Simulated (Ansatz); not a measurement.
# BiN (model cell, started as CsCl type): a soft mode frozen in, part 2 of 2

Wanted: the energy along a soft mode of BiN (model cell, started as CsCl type) and the structure at the end.

Ansatz 0.2.0; DFT PBEsol, scalar-relativistic, plane waves, PAW.

So far, highest frequency on path, mesh or solved points (cm⁻¹): step 2 (phonons on a q mesh) 321. Also lowest frequency on the path (cm⁻¹): step 2 -256.

The structure was built from a prototype and need not be the compound's stable phase.

### 4. The mode frozen in, largest atomic shift 0.22 Å

The atoms are moved along the unstable eigenvector, the largest shift by 0.22 Å, with the cell fixed.

File input.yaml:

```yaml
crystal:
  lattice:
    - [-3.1375731501, 0.0, 0.0]
    - [0.0, -3.1375731501, -3.1375731501]
    - [0.0, -3.1375731501, 3.1375731501]
  atoms:
    - { symbol: Bi, position: [0.0, 0.5027646985, 0.4972353015] }
    - { symbol: Bi, position: [0.0, 0.9972353015, 1.0027646985] }
    - { symbol: "N", position: [0.5, -0.0350589436, 0.4649410564] }
    - { symbol: "N", position: [0.5, 0.5350589436, 0.0350589436] }
kpoints:
  mp_grid: { grid: [14, 10, 10] }
hamiltonian:
  xc: pbesol
scf:
  occupations: { method: methfessel_paxton, width: 0.2 }
output:
  forces: true
  stress: true
  eigenvalues: true
```

Started as:

```sh
> ansatz run input.yaml --threads 4 --pin off --max-ram 7168MiB --backend cpu --events-out ev --progress --plain --runs-dir out
```

Output:

```text
[...]
Crystal: 4 atoms, lattice volume = 61.775 Å³
Basis set: ecut = 420 eV, 1195 PW (Γ), exchange–correlation on 48×60×60 points (8 copies of the dense FFT grid, shifted against one another)
Bands: 24, of which v1, the nominal top of the filled ones, is band 20 counted from 1 (19 counted from 0)
Symmetry: 8 space group operations
[...]
k-points: 248 of 1400
[...]
--- Band table (eV; the first three rows and the last of 248) ---
  k-point 0: bands = [... 16 lower, 11.9809, 12.1416, 12.4348, 13.7774, 17.2866, 17.7792, 21.2223, 21.4169]
  k-point 1: bands = [... 16 lower, 12.0364, 12.0853, 12.5044, 13.7697, 17.2526, 17.7152, 20.6928, 20.7537]
  k-point 2: bands = [... 16 lower, 11.7291, 12.1952, 12.8976, 13.7392, 16.9933, 17.6901, 19.7231, 20.0473]
  k-point 247: bands = [... 16 lower, 7.9996, 8.1733, 13.7268, 14.0273, 17.3649, 17.7172, 18.0471, 18.1671]
[key lines of the parts left out:]
SCF converged after 6 iterations
Free energy (F): -25236.110656 eV
Fermi energy:    14.198475 eV
P = ⅓ Tr σ = 1.5776 GPa (15.776 kbar)
```

Wall time 4.1 s (4 threads of Arm Neoverse V2, shared host); peak memory 0.54 GiB; 16 s of CPU time.

Read from the output:

| Item | Value |
| --- | --- |
| pressure | 1.578 GPa |
| energy from the undistorted cell | -21.77 meV/atom |

The energy, extrapolated to zero smearing, is -21.77 meV/atom against the undistorted cell.

The run ends at a pressure of 1.58 GPa, with forces up to 0.65 eV/Å.

### 5. Energy along the mode, all amplitudes (two of the runs are shown above)

An imaginary frequency means negative curvature, so the energy should fall and then rise again as anharmonic terms take over.

This step gave:

- depth at the lowest point sampled: 21.77 meV/atom
- largest atomic shift at that point: 0.22 Å

Energy from the parent against largest atomic shift:

```
largest atomic shift (Å)  energy from the parent (meV/atom)
                   0.000                                  0
                   0.040                              -1.73
                   0.080                              -6.05
                   0.140                              -14.8
                   0.220                              -21.8
                   0.320                              -6.73
                   0.450                               68.2
```

Displacement at unit largest shift by atom:

```csv
atom,x (Å),y (Å),z (Å),size
Bi1,0.00,0.00,-0.08,0.08
Bi2,0.00,0.00,0.08,0.08
N3,0.00,1.00,0.00,1.00
N4,0.00,-1.00,0.00,1.00
```

The lowest step is at 0.22 Å, 21.8 meV/atom below the parent, and the energy rises beyond it.

### 6. Relaxing from the distorted cell

Starting from the lowest point found, all atoms and the cell are let go, so that strain and other modes of the same symmetry can join in.

input.yaml: that of step 4 with these lines changed.

```diff
@@ -20 +20,6 @@
   eigenvalues: true
+relax:
+  adjacent_minimum: "off"
+  f_tol: 0.002
+  max_steps: 120
+  cell: { stress_tol: 0.03 }
```

Output:

```text
[...]
Crystal: 4 atoms, lattice volume = 61.775 Å³
Basis set: ecut = 420 eV, 1195 PW (Γ), exchange–correlation on 48×60×60 points (8 copies of the dense FFT grid, shifted against one another)
Bands: 24, of which v1, the nominal top of the filled ones, is band 20 counted from 1 (19 counted from 0)
Symmetry: 8 space group operations
[...]
k-points: 248 of 1400
[...]
SCF iter   1: F=—  HF=-25236.147119 eV  |F-HF|=—  |Δ(HF+E_count)|=         —  Δρ=1.55e-2  dr2=1.90e-1  ethr=1.77e-3  ⟨swp⟩=5.5  Hψ=25932  notcnv=0
[...]
SCF iter   6: F=-25236.110656 eV  HF=-25236.110656 eV  |F-HF|=3.85e-8  |Δ(HF+E_count)|=   6.08e-7  S|Δr|=    0.00e0  Δρ=1.06e-5  dr2=9.82e-8  ethr=2.50e-10  ⟨swp⟩=4.9  Hψ=33894  notcnv=0
SCF 1 converged in 6 iterations: F = -25236.110656 eV  dr2 = 9.82e-8
[...]
relax step   1: F+E_penalty+E_count = -25236.11065617 eV  Δ(F+E_penalty+E_count) = +0.000e0 eV  max|allowed force component| = 6.516e-1 eV/Å  Δτ_max = 0.0000 Å  P = +1.578 GPa  Ω = 61.775 Å³  (6 SCF iters, dr2 threshold 1.00e-7 eV, accepted)
Crystal: 4 atoms, lattice volume = 64.837 Å³
Basis set: ecut = 420 eV, 1267 PW (Γ), exchange–correlation on 48×60×60 points (8 copies of the dense FFT grid, shifted against one another)
[...]
SCF iter   6: F=-25235.866495 eV  HF=-25235.866495 eV  |F-HF|=1.70e-8  |Δ(HF+E_count)|=   1.48e-7  S|Δr|=    0.00e0  Δρ=1.08e-5  dr2=1.02e-7  ethr=1.00e-9  ⟨swp⟩=6.8  Hψ=28876  notcnv=0
SCF 2 converged in 6 iterations: F = -25235.866495 eV  dr2 = 1.02e-7
relax step   2: F+E_penalty+E_count = -25235.86649462 eV  Δ(F+E_penalty+E_count) = +2.442e-1 eV  max|allowed force component| = 2.052e0 eV/Å  Δτ_max = 0.1680 Å  P = +1.221 GPa  Ω = 64.837 Å³  energy of the carried Pulay correction = -6.266e-3 eV  (6 SCF iters, dr2 threshold 4.00e-7 eV, rejected (line search))
Crystal: 4 atoms, lattice volume = 63.509 Å³
Basis set: ecut = 420 eV, 1235 PW (Γ), exchange–correlation on 48×60×60 points (8 copies of the dense FFT grid, shifted against one another)
[...]
SCF iter   9: F=-25236.174851 eV  HF=-25236.174851 eV  |F-HF|=7.28e-12  |Δ(HF+E_count)|=  3.64e-12  S|Δr|=    0.00e0  Δρ=1.05e-7  dr2=9.49e-12  ethr=1.00e-12  ⟨swp⟩=6.9  Hψ=31696  notcnv=0
SCF 3 converged in 9 iterations: F = -25236.174851 eV  dr2 = 9.49e-12
relax step   3: F+E_penalty+E_count = -25236.17485065 eV  Δ(F+E_penalty+E_count) = -6.419e-2 eV  max|allowed force component| = 3.385e-1 eV/Å  Δτ_max = 0.0422 Å  P = -0.779 GPa  Ω = 63.509 Å³  energy of the carried Pulay correction = -3.586e-3 eV  (9 SCF iters, accepted)
[...]
relax step   4: F+E_penalty+E_count = -25236.19235059 eV  Δ(F+E_penalty+E_count) = -1.750e-2 eV  max|allowed force component| = 1.353e-1 eV/Å  Δτ_max = 0.0206 Å  P = +1.411 GPa  Ω = 62.992 Å³  energy of the carried Pulay correction = -2.528e-3 eV  (5 SCF iters, dr2 threshold 4.00e-7 eV, accepted)
[...]
relax step   5: F+E_penalty+E_count = -25236.20142793 eV  Δ(F+E_penalty+E_count) = -9.077e-3 eV  max|allowed force component| = 7.233e-2 eV/Å  Δτ_max = 0.0355 Å  P = +0.395 GPa  Ω = 64.218 Å³  energy of the carried Pulay correction = -5.026e-3 eV  (5 SCF iters, dr2 threshold 4.00e-7 eV, accepted)
[...]
relax step   6: F+E_penalty+E_count = -25236.20155215 eV  Δ(F+E_penalty+E_count) = -1.242e-4 eV  max|allowed force component| = 4.149e-3 eV/Å  Δτ_max = 0.0034 Å  P = -0.012 GPa  Ω = 64.416 Å³  energy of the carried Pulay correction = -5.423e-3 eV  (4 SCF iters, dr2 threshold 4.00e-7 eV, accepted)
[...]
relax step   7: F+E_penalty+E_count = -25236.20155405 eV  Δ(F+E_penalty+E_count) = -1.897e-6 eV  max|allowed force component| = 4.486e-4 eV/Å  Δτ_max = 0.0003 Å  P = +0.000 GPa  Ω = 64.415 Å³  energy of the carried Pulay correction = -5.422e-3 eV  (4 SCF iters, dr2 threshold 1.08e-9 eV, accepted)
[...]
relax step   8: F+E_penalty+E_count = -25236.20969313 eV  Δ(F+E_penalty+E_count) = -8.139e-3 eV  max|allowed force component| = 5.025e-4 eV/Å  Δτ_max = 0.0000 Å  P = +0.150 GPa  Ω = 64.415 Å³  stress off target by 3.31e-1 GPa  SCF on the basis re-selected at this cell (its energy is not comparable with the rows above)  (7 SCF iters)
[...]
relax step   9: F+E_penalty+E_count = -25236.20954786 eV  Δ(F+E_penalty+E_count) = +1.453e-4 eV  max|allowed force component| = 9.493e-4 eV/Å  Δτ_max = 0.0033 Å  P = +0.010 GPa  Ω = 64.569 Å³  energy of the carried Pulay correction = -3.052e-4 eV  (4 SCF iters, dr2 threshold 2.73e-7 eV, accepted)
[...]
SCF iter   5: F=-25236.209844 eV  HF=-25236.209844 eV  |F-HF|=0.00e0  |Δ(HF+E_count)|=  4.00e-11  S|Δr|=    0.00e0  Δρ=1.05e-7  dr2=9.52e-12  ethr=1.00e-12  ⟨swp⟩=5.6  Hψ=32013  notcnv=0
SCF 10 converged in 5 iterations: F = -25236.209844 eV  dr2 = 9.52e-12
relax step  10: F+E_penalty+E_count = -25236.20984401 eV  Δ(F+E_penalty+E_count) = -2.961e-4 eV  max|allowed force component| = 9.824e-4 eV/Å  Δτ_max = 0.0000 Å  P = +0.012 GPa  Ω = 64.569 Å³  stress off target by 1.86e-2 GPa  SCF on the basis re-selected at this cell (its energy is not comparable with the rows above)  (5 SCF iters)
[...]
SCF converged after 5 iterations
[...]
Free energy (F): -25236.209844 eV
[...]
Internal energy: -25236.210406 eV  (E = F + TS)
E sigma→0 (E₀):  -25236.209984 eV
Entropy (-TS):   0.000562 eV (0.140 meV/atom)
Fermi energy:    13.427513 eV
[...]
--- Forces (eV/Å), atoms counted from 1 ---
  atom   1  Bi     0.00000000    -0.00000000     0.00073398
  atom   2  Bi     0.00000000     0.00000000    -0.00073398
  atom   3  N      0.00000000     0.00098238     0.00000000
  atom   4  N      0.00000000    -0.00098238    -0.00000000
  max |Σ_I F_I| component: 0.00e0 eV/Å
--- Stress (GPa, compression-positive) ---
        0.014249      -0.000000       0.000000
       -0.000000       0.003111      -0.000000
        0.000000      -0.000000       0.018575
  P = ⅓ Tr σ = 0.0120 GPa (0.120 kbar)
--- Band table (eV; the first three rows and the last of 248) ---
  k-point 0: bands = [... 16 lower, 11.3119, 11.5313, 11.6674, 13.0189, 16.0028, 17.2234, 19.4896, 20.6932]
  k-point 1: bands = [... 16 lower, 11.3559, 11.4570, 11.7578, 13.0127, 16.0007, 17.1180, 19.1674, 19.9063]
  k-point 2: bands = [... 16 lower, 11.1087, 11.4800, 12.1583, 12.9893, 15.9168, 16.8448, 18.5362, 19.0579]
  k-point 247: bands = [... 16 lower, 7.7459, 7.8371, 12.9301, 13.1614, 16.1420, 16.9703, 17.0757, 17.0943]
--- Relaxed structure (8 steps of the walk, 7 accepted, 2 SCFs on fresh bases) ---
  F+E_penalty+E_count = -25236.20984401 eV   max|allowed force component| = 9.824e-4 eV/Å   (the final SCF, on the basis selected at the relaxed cell)
  cell:  # Å, volume = 64.5691 Å³
    - [-3.122807, 0.0, 0.0]
    - [0.0, -3.284193, -3.147898]
    - [0.0, -3.284193, 3.147898]
  atoms:
    - { symbol: Bi, position: [0.0, 0.515084, 0.484916] }
    - { symbol: Bi, position: [0.0, 0.984916, 1.015084] }
    - { symbol: N, position: [0.500000, -0.046676, 0.453324] }
    - { symbol: N, position: [0.500000, 0.546676, 0.046676] }
```

Wall time 46 s (4 threads); peak memory 0.6 GiB.

Relaxation path:

```csv
step,energy less that of the first step (eV),largest force component (eV/Å),pressure (GPa),volume (Å³)
1,0.0000,0.6516,1.58,61.77
2,0.2442,2.0521,1.22,64.84
3,-0.0642,0.3385,-0.78,63.51
4,-0.0817,0.1353,1.41,62.99
5,-0.0908,0.0723,0.40,64.22
6,-0.0909,0.0041,-0.01,64.42
7,-0.0909,0.0004,0.00,64.42
8*,-0.0990,0.0005,0.15,64.42
9,-0.0989,0.0009,0.01,64.57
10*,-0.0992,0.0010,0.01,64.57
```

Relaxation steps marked * repeat the geometry before them on a plane-wave basis chosen anew for their cell, so energy and pressure can jump there. Relaxation step 2 was tried and not accepted.

The run keeps the 8 symmetry operations that the program found, so distortions that break them were not tested.

| conventional cell, symmetrised | before | after | change |
| --- | --- | --- | --- |
| a (Å) | 6.275 | 6.296 | +0.3 % |
| b (Å) | 6.275 | 6.568 | +4.7 % |
| c (Å) | 3.138 | 3.123 | -0.5 % |
| volume (Å³/atom) | 15.44 | 16.14 | +4.5 % |

The atoms that moved most (Å, as changes of fractional coordinates times the final cell):

| atom | dx | dy | dz | length |
| --- | --- | --- | --- | --- |
| Bi2 | 0.000 | 0.000 | 0.078 | 0.078 |
| Bi1 | 0.000 | 0.000 | -0.078 | 0.078 |
| N4 | 0.000 | -0.076 | 0.000 | 0.076 |
| N3 | 0.000 | 0.076 | 0.000 | 0.076 |

The relaxed structure:

```cif
data_structure
_symmetry_space_group_name_H-M 'P 1'
_symmetry_Int_Tables_number 1
_cell_length_a 3.1228
_cell_length_b 4.5492
_cell_length_c 4.5492
_cell_angle_alpha 87.572
_cell_angle_beta 90.000
_cell_angle_gamma 90.000
_cell_volume 64.57
loop_
_atom_site_label
_atom_site_type_symbol
_atom_site_fract_x
_atom_site_fract_y
_atom_site_fract_z
_atom_site_occupancy
Bi1 Bi 0.00000 0.51508 0.48492 1
Bi2 Bi 0.00000 0.98492 0.01508 1
N3 N 0.50000 0.95332 0.45332 1
N4 N 0.50000 0.54668 0.04668 1
```

This step gave:

| Property | Result |
| --- | --- |
| pressure | 0.01198 GPa |
| volume per atom | 16.14 Å³ |

The distorted start has space group Cmmm; the relaxation ends in Cmmm.

### 7. The new phase in its own primitive cell

The relaxed structure is symmetrised, reduced to its primitive cell and relaxed tightly, as its phonons need.

input.yaml, the sections that differ from step 6:

```yaml
crystal:
  lattice:
    - [3.1478975802, -3.2841932775, 0.0]
    - [3.1478975802, 3.2841932775, 0.0]
    - [0.0, 0.0, 3.1228067907]
  atoms:
    - { symbol: Bi, position: [0.2650844094, 0.2650844094, 0.0] }
    - { symbol: Bi, position: [0.7349155906, 0.7349155906, 0.0] }
    - { symbol: "N", position: [0.2966755008, 0.7033244992, 0.5] }
    - { symbol: "N", position: [0.7033244992, 0.2966755008, 0.5] }
kpoints:
  mp_grid: { grid: [10, 10, 14] }
relax:
  adjacent_minimum: "off"
  f_tol: 0.001
  max_steps: 60
  cell: { stress_tol: 0.01 }
# hamiltonian, scf, output: as in step 6
```

Output:

```text
[...]
Crystal: 4 atoms, lattice volume = 64.569 Å³
Basis set: ecut = 420 eV, 1243 PW (Γ), exchange–correlation on 64×64×48 points (8 copies of the dense FFT grid, shifted against one another)
Bands: 24, of which v1, the nominal top of the filled ones, is band 20 counted from 1 (19 counted from 0)
Symmetry: 8 space group operations
[...]
k-points: 248 of 1400
[...]
--- Relaxed structure (3 steps of the walk, 2 accepted, 1 SCFs on fresh bases) ---
[...]
cell:  # Å, volume = 64.5780 Å³
    - [3.148190, -3.284242, 0]
    - [3.148190, 3.284242, 0]
    - [0, 0, 3.122904]
  atoms:
    - { symbol: Bi, position: [0.265094, 0.265094, 0] }
    - { symbol: Bi, position: [0.734906, 0.734906, 0] }
    - { symbol: N, position: [0.296697, 0.703303, 0.500000] }
    - { symbol: N, position: [0.703303, 0.296697, 0.500000] }
[key lines of the parts left out:]
SCF converged after 4 iterations
Free energy (F): -25236.209843 eV
Fermi energy:    13.425095 eV
P = ⅓ Tr σ = 0.0000 GPa (0.000 kbar)
```

It took 19 s on 4 threads; peak memory 0.6 GiB; 74 s of CPU time.

Little changed from the start: no atom moved by 0.005 Å and no cell edge by 0.1 %.

This step gave:

| Property | Result |
| --- | --- |
| pressure | 4.01e-5 GPa |

The largest force component left is 0.11 meV/Å and the pressure is 0.000 GPa, within the tolerances set. The cell now holds 16.14 Å³/atom.

### 8. Modes of the new phase, k-mesh 10×10×14

A relaxed structure may still be a saddle point, so its zone-centre modes are computed. No field response is asked, since the mesh shows no gap.

input.yaml, the sections that differ from step 7:

```yaml
crystal:
  lattice:
    - [3.1481903658, -3.2842419537, 0.0]
    - [3.1481903658, 3.2842419537, 0.0]
    - [0.0, 0.0, 3.1229044381]
  atoms:
    - { symbol: Bi, position: [0.2650942045, 0.2650942045, 0.0] }
    - { symbol: Bi, position: [0.7349057955, 0.7349057955, 0.0] }
    - { symbol: "N", position: [0.2966966752, 0.7033033248, 0.5] }
    - { symbol: "N", position: [0.7033033248, 0.2966966752, 0.5] }
output:
  eigenvalues: true
phonons:
  method: dfpt
# kpoints, hamiltonian, scf: as in step 7
# relax: removed
```

Output:

```text
zone centre: on kpoints.mp_grid the ground state, and the responses unless they are solved on pairs of k-points, stand on 416 of the mesh's 1400 k-points, reduced under 2 symmetry operations, with k and −k counted as one. Each operation leaves every solved displacement unchanged or reverses it
[...]
Crystal: 4 atoms, lattice volume = 64.578 Å³
Basis set: ecut = 420 eV, 1243 PW (Γ), exchange–correlation on 64×64×48 points (8 copies of the dense FFT grid, shifted against one another)
Bands: 24, of which v1, the nominal top of the filled ones, is band 20 counted from 1 (19 counted from 0)
Symmetry: 8 space group operations
k-points: 416 of 1400 (irreducible under 2 space group operations, time reversal used)
[...]
SCF iter   1: F=—  HF=-25236.239175 eV  |F-HF|=—  |Δ(HF+E_count)|=         —  Δρ=1.37e-2  dr2=1.54e-1  ethr=1.77e-3  ⟨swp⟩=7.0  Hψ=98895  notcnv=0
[...]
SCF iter  10: F=-25236.209843 eV  HF=-25236.209843 eV  |F-HF|=0.00e0  |Δ(HF+E_count)|=  3.64e-12  S|Δr|=    0.00e0  Δρ=4.22e-8  dr2=1.21e-12  ethr=1.00e-12  ⟨swp⟩=9.8  Hψ=62737  notcnv=0
SCF 1 converged in 10 iterations: F = -25236.209843 eV  dr2 = 1.21e-12
[...]
DFPT response loops at Γ: preconditioner auto → Kerker (q_TF=auto, 2.519 Å⁻¹) (partly filled bands, converged f_vac=0.000); β = 1.00, the filter's whole step (`scf.mixing.beta` (0.50) is not read by the response loops under this deck's `scf.mixing.preconditioner`; to damp them name `kerker` or `kerker_dos`, under which they read `scf.mixing.beta`, and type it under 1.00, their step now; both keys bind the ground state too); Broyden in place of MSR1
SCF converged after 10 iterations
[...]
Free energy (F): -25236.209843 eV
[...]
Internal energy: -25236.210410 eV  (E = F + TS)
E sigma→0 (E₀):  -25236.209985 eV
Entropy (-TS):   0.000567 eV (0.142 meV/atom)
Fermi energy:    13.425095 eV
[...]
--- Band table (eV; the first three rows and the last of 416) ---
  k-point 0: bands = [... 16 lower, 11.3096, 11.5301, 11.6645, 13.0165, 15.9998, 17.2199, 19.4861, 20.6891, ... 4 higher]
  k-point 1: bands = [... 16 lower, 11.2167, 11.5865, 11.7091, 12.8613, 15.9859, 17.0184, 19.4727, 19.7219, ... 4 higher]
  k-point 2: bands = [... 16 lower, 11.0227, 11.7384, 11.8246, 12.4721, 15.8483, 16.4527, 18.0922, 18.3656, ... 4 higher]
  k-point 415: bands = [... 16 lower, 7.7448, 7.8356, 12.9273, 13.1597, 16.1383, 16.9677, 17.0738, 17.0906, ... 4 higher]
--- Phonons (Γ-DFPT): 6 representative perturbations + reference, on 416 of 1400 k-points (Σ response iterations 18) ---
  k mesh reduced under 2 symmetry operations, with k and −k counted as one. Each operation leaves every solved displacement unchanged or reverses it
  ASR residual: 5.619e-6 → 0.000e0 eV/Å²; symmetrization residual: 3.769e-6 eV/Å²
  ASR residual per site (eV/Å²): 5.62e-6 5.62e-6 4.13e-6 4.13e-6
  Γ frequencies (cm⁻¹): -226.22 -212.11 -169.76 -148.89 -78.46 0.00 0.00 0.00 121.18 137.09 143.88 399.54
  non-analytic LO–TO correction: not included (Born effective charges unavailable; polar crystals: no LO–TO splitting at Γ)
```

Elapsed: 1.9 min, on 4 threads; peak memory 2.4 GiB; 7.2 min of CPU time.

Numbers from this step:

```yaml
sum_rule_residual_before_enforcement: 5.62e-6 eV/Å²
point_group: mmm
highest_optical_mode_at_the_zone_centre_no_lo_to_term: 399.5 cm⁻¹
lowest_optical_zone_centre_mode: -226.2 cm⁻¹
```

Patterns of degenerate modes are one choice out of their space. The modes at Γ (shares of kinetic energy by element, %) (negative means imaginary):

```
mode  frequency (cm⁻¹)  symmetry  Bi %  N %
   1            -226.2       B3g     0  100
   2            -212.1       B1u     6   94
   3            -169.8       B1g    25   75
   4            -148.9       B3u     6   94
   5             -78.5       B2g   100    0
   6               0.0  acoustic    94    6
   7               0.0  acoustic    94    6
   8               0.0  acoustic    94    6
   9             121.2       B2u     6   94
  10             137.1       B1g    75   25
  11             143.9        Ag   100    0
  12             399.5        Ag     0  100
```

Displacements in mode 1 (-226.2 cm⁻¹), the largest set to 1:
```
Bi1  0.00  0.00  0.00
Bi2  0.00  0.00  0.00
N3   0.00  0.00 -1.00
N4   0.00  0.00  1.00
```

Displacements in mode 12 (399.5 cm⁻¹), the largest set to 1:
```
Bi1  0.00  0.00  0.00
Bi2  0.00  0.00  0.00
N3   0.00 -1.00  0.00
N4   0.00  1.00  0.00
```

Before it was imposed, the acoustic sum rule was missed by 5.6e-6 eV/Å². Small misses are needed for a sound result but don't prove that mesh and cutoff are converged. The lowest optical mode is imaginary, 226.2i cm⁻¹, so the energy falls along it.

### 9. Results

```yaml
unstable_mode_of_the_parent: q = (0, -0.5, -0.5), 256i cm⁻¹
depth_at_the_lowest_point_sampled: 21.8 meV/atom
largest_atomic_shift_at_that_point: 0.22 Å
space_group_reached: Cmmm
energy_gained_over_the_parent_first_relaxation_on_the_mesh_of_the_frozen_mode: 46.5 meV/atom
volume_per_atom_phase_reached: 16.1 Å³
lowest_optical_zone_centre_mode_phase_reached: -226 cm⁻¹
highest_optical_mode_at_the_zone_centre_no_lo_to_term_phase_reached: 400 cm⁻¹
```

What this shows: Along this mode the structure falls into Cmmm, 46.5 meV/atom below the parent. At the parent's cell the well is 21.77 meV/atom deep on the steps tried, with its lowest point at a shift of 0.22 Å. Relaxing atoms and cell changes the gain by +24.77 meV/atom against the lowest step (energies at zero smearing). The new phase still has an imaginary mode at the zone centre of its cell, so it is a saddle point on the way to a lower structure. Of the 4 patterns followed from this parent, this one ends 254 meV/atom above the lowest, Cmcm. Each path keeps the symmetry of its pattern, so a lower phase may lie along a pattern not tried. With no gap, or one that is small against the smearing, the frequencies hang on the k mesh and the smearing, most of all near Kohn anomalies. Spin-orbit coupling is left out, which can matter for the heavy elements here. A phonon run warned that its eigensolver left some bands unconverged in a pass. The starting cell was built on a prototype and not taken from a measurement, so the phase need not exist.

[Long decimals in the printed logs are rounded to 6 places.]

[Logs are printed without paths, hosts, clocks, repeated set-up lines and the standing remarks that a program may print on its own settings, such as how far it seeks lower states.]

[Hosts, paths, dates, database ids (printed as entryN), source tags and the programs' standing remarks are cut or masked in the printed files.]

[Where the starting crystal was built by hand or by swapping elements, it need not be the compound's stable phase.]
